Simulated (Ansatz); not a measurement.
# Lattice dynamics of MgAu (Pm-3m), part 2 of 2

Aim: the phonons of MgAu (Pm-3m) at a cell relaxed beforehand at this level. After the zone centre comes a 4×4×4 q mesh on a 16×16×16 k mesh.

Ansatz 0.2.0; DFT PBEsol, scalar-relativistic, plane waves, PAW; PAW set soft_1.

So far. Step 2 (Zone-centre response): Before it was imposed, the acoustic sum rule was missed by 1.0e-5 eV/Å². Small misses are needed for a sound result but don't prove that mesh and cutoff are converged. The lowest optical mode is real, 205 cm⁻¹.

The database entry behind the starting cell differs from later determinations by our own check (0.1 to 0.3 % short, probably kX units), so it need not match the best structure at ambient conditions.

### Step 3. Response at finite wavevector (continued)

Tetrahedra on a 20×20×20 mesh, mean over bins of 5 cm-1. Interpolated from a 4×4×4 q mesh. Phonon density of states against wavenumber; read off at these points:

wavenumber (cm⁻¹), phonon density of states (1/cm⁻¹/cell) and a bar:
```
        2      0.000 
       18      0.002 
       28      0.010 ##
       42      0.050 ############
       58      0.079 ###################
       62      0.123 ##############################
       68      0.091 ######################
       82      0.000 
       98      0.000 
      108      0.000 
      122      0.000 
      138      0.000 
      148      0.000 
      162      0.000 
      178      0.000 
      188      0.000 
      202      0.022 #####
      208      0.074 ##################
      218      0.039 #########
      228      0.033 ########
      242      0.033 ########
      258      0.063 ###############
      268      0.026 ######
      282      0.000
```

The partial phonon density of states has structure finer than the step of the table below, so its rows give means over 10 cm⁻¹, whole bins alone (the curve runs from -10 to 299 cm⁻¹). Peaks (cm⁻¹: height): Au 63.8: 0.121; Mg 207.4: 0.0680, 232.7: 0.0411, 242.4: 0.0444, 259.9: 0.0684.

Phonopy on the run's constants, 17x17x17 mesh, Gaussian sigma 2.2 cm-1. Interpolated from a 4×4×4 q mesh. The partial phonon density of states by wavenumber; means over each step; values in 1/cm⁻¹/cell:

```csv
wavenumber (cm⁻¹),Au,Mg
0,5.4e-5,5.8e-6
10,4.3e-4,5.1e-5
20,0.00289,3.0e-4
30,0.0155,0.00123
40,0.0403,0.00246
50,0.0623,0.00263
60,0.0963,0.00167
70,0.0689,4.6e-4
80,0.00462,2.1e-5
90,2.5e-7,0
100,0,0
110,0,0
120,0,0
130,0,0
140,0,0
150,0,0
160,0,0
170,0,0
180,0,0
190,0,4.2e-4
200,2.8e-4,0.0183
210,0.00172,0.0545
220,0.00134,0.0362
230,0.00117,0.0316
240,0.00103,0.0304
250,0.00108,0.0361
260,0.00166,0.0565
270,4.8e-4,0.0222
280,4.1e-5,0.00486
290,0,1.4e-5
```

Second derivatives of the energy by pair, one row for each kind of neighbour of each atom listed. Each entry sums the pair over the periodic images of the supercell that the q mesh stands for, and in a polar crystal it holds the long-range dipole part too. Force constants by pair, by row:

```csv
atom,neighbour,distance (Å),third of the trace (eV/Å²),along the pair's line (eV/Å²)
Mg1,itself,0,4.895,–
Mg1,Au,2.821,-0.4027,-1.409
Mg1,Mg,3.257,-0.1621,-0.6213
Mg1,Mg,4.607,-0.0109,-0.0633
Mg1,Au,5.402,-0.0018,0.0029
Mg1,Mg,5.642,-0.0442,-0.1378
Mg1,Mg,6.515,-0.0035,-0.0017
Mg1,Au,7.099,-0.0044,-0.0072
Mg1,Mg,7.284,-0.0017,-0.007
Au2,itself,0,3.471,–
Au2,Mg,2.821,-0.4027,-1.409
Au2,Au,3.257,0.0405,-0.1071
Au2,Au,4.607,-0.0292,-0.0973
Au2,Mg,5.402,-0.0018,0.0029
Au2,Au,5.642,0.0059,0.0158
Au2,Au,6.515,0.0351,0.1054
Au2,Mg,7.099,-0.0044,-0.0072
Au2,Au,7.284,-0.0164,-0.0254
```

Harmonic thermodynamic functions per atom, from the density of states. Interpolated from a 4×4×4 q mesh. Thermodynamic functions, by row:

```csv
T (K),F_vib (meV/atom),S (J/mol-atom/K),C_V (J/mol-atom/K)
0,27.13,0,0
50,25.51,8.408,10.78
100,18.59,17.93,16.98
200,-7.63,31.69,22.15
300,-45.57,40.99,23.6
400,-91.78,47.87,24.17
500,-144.3,53.3,24.44
600,-201.9,57.77,24.59
700,-263.8,61.57,24.68
800,-329.4,64.87,24.74
900,-398.1,67.78,24.79
1000,-469.8,70.4,24.81
```

Harmonic mean-square displacement, third of the trace. Interpolated from a 4×4×4 q mesh. Mean square displacements, by row:

```csv
T (K),Mg1 U_eq (Å²),Au2 U_eq (Å²)
0,0.00335,0.0016
100,0.0049,0.00484
300,0.01099,0.01397
600,0.02117,0.02783
```

Symmetry leaves 10 wavevectors to solve. The lowest mode among them, the acoustic zeros apart, lies at q = (0, 0.25, 0.25) and is real, 26.3 cm⁻¹.

### Step 4. Isotope substitution

An isotope changes the mass and not the force constants, so no new electronic calculation is needed; the shifts show which modes move this element.

The same force constants with the mass of Mg changed from 24.305 to 25.983 u (phonopy, no LO-TO term). Both lists are sorted by frequency; levels can cross, so a row need not hold one and the same mode. Modes under 3 cm⁻¹ are left out. Isotope shifts, by row:

```csv
q,rank,natural mass (cm⁻¹),changed mass (cm⁻¹)
0 0 0,4,205.3,199.3
0 0 0,5,205.3,199.3
0 0 0,6,205.3,199.3
0 0 0.25,1,50.84,50.75
0 0 0.25,2,50.84,50.75
0 0 0.25,3,62.69,62.63
0 0 0.25,4,206.7,200.3
0 0 0.25,5,206.7,200.3
0 0 0.25,6,248.6,240.7
0 0 -0.5,1,66.94,66.94
0 0 -0.5,2,66.94,66.94
0 0 -0.5,3,78.69,78.69
0 0 -0.5,4,209,202.1
0 0 -0.5,5,209,202.1
0 0 -0.5,6,280.7,271.5
0 0.25 0.25,1,26.34,26.27
0 0.25 0.25,2,61.41,61.36
0 0.25 0.25,3,71.93,71.93
0 0.25 0.25,4,204.6,198
0 0.25 0.25,5,234.4,227.3
0 0.25 0.25,6,249.3,241.1
```

A mode of this element alone would shift by -3.28 %. The highest zone-centre frequency without the field goes from 205.3 to 199.3 cm⁻¹ (-2.9 %). The product of the frequency ratios over all optical modes at Γ is 0.915; the product rule, (m/m′)^(3k/2) (M′/M)^(3/2) with k = 1 such atoms and M the mass of the cell, gives 0.915.

### Step 5. Outcome

```
space group (within 0.01 Å)                             : Pm-3m
volume per atom                                         : 17.3 Å³
electronic character                                    : no gap on this mesh
highest optical mode at the zone centre (no LO-TO term) : 205 cm⁻¹
lowest optical zone-centre mode                         : 205 cm⁻¹
lowest mode on the q mesh (acoustic modes at Γ apart)   : 26.3 cm⁻¹
highest frequency on the path or at a solved wavevector : 281 cm⁻¹
zero-point energy per atom                              : 27.1 meV
heat capacity at 300 K                                  : 23.6 J/(mol atoms K)
vibrational entropy at 300 K                            : 41.0 J/(mol atoms K)
Debye temperature (second moment)                       : 321 K
imaginary modes on the 4×4×4 q mesh                     : none
```

In words: The structure is a minimum as far as tested: no mode is imaginary at the 10 irreducible wavevectors of the 4×4×4 mesh, and the softest away from the acoustic zeros lies at 26 cm⁻¹. The optical modes at Γ form one degenerate level at 205 cm⁻¹. The highest mode in this list at Γ, 205.3 cm⁻¹, is mostly motion of Mg (89 % of the kinetic energy). On the path and the mesh, the widest gap between branches runs from 79 to 196 cm⁻¹. With no gap, or one that is small against the smearing, the frequencies hang on the k mesh and the smearing, most of all near Kohn anomalies. The phonon runs are without spin polarisation, although the cell has an odd electron count. Spin-orbit coupling is left out, which can matter for the heavy elements here. The PAW files were made for PBE and serve the other functionals too. A phonon run warned that its eigensolver left some bands unconverged in a pass. These are harmonic frequencies at zero temperature: anharmonic shifts, linewidths and thermal expansion are left out.

[Logs are printed without paths, hosts, clocks, repeated set-up lines and the standing remarks that a program may print on its own settings, such as how far it seeks lower states.]

[Hosts, paths, dates, database ids (printed as entryN), source tags and the programs' standing remarks are cut or masked in the printed files.]
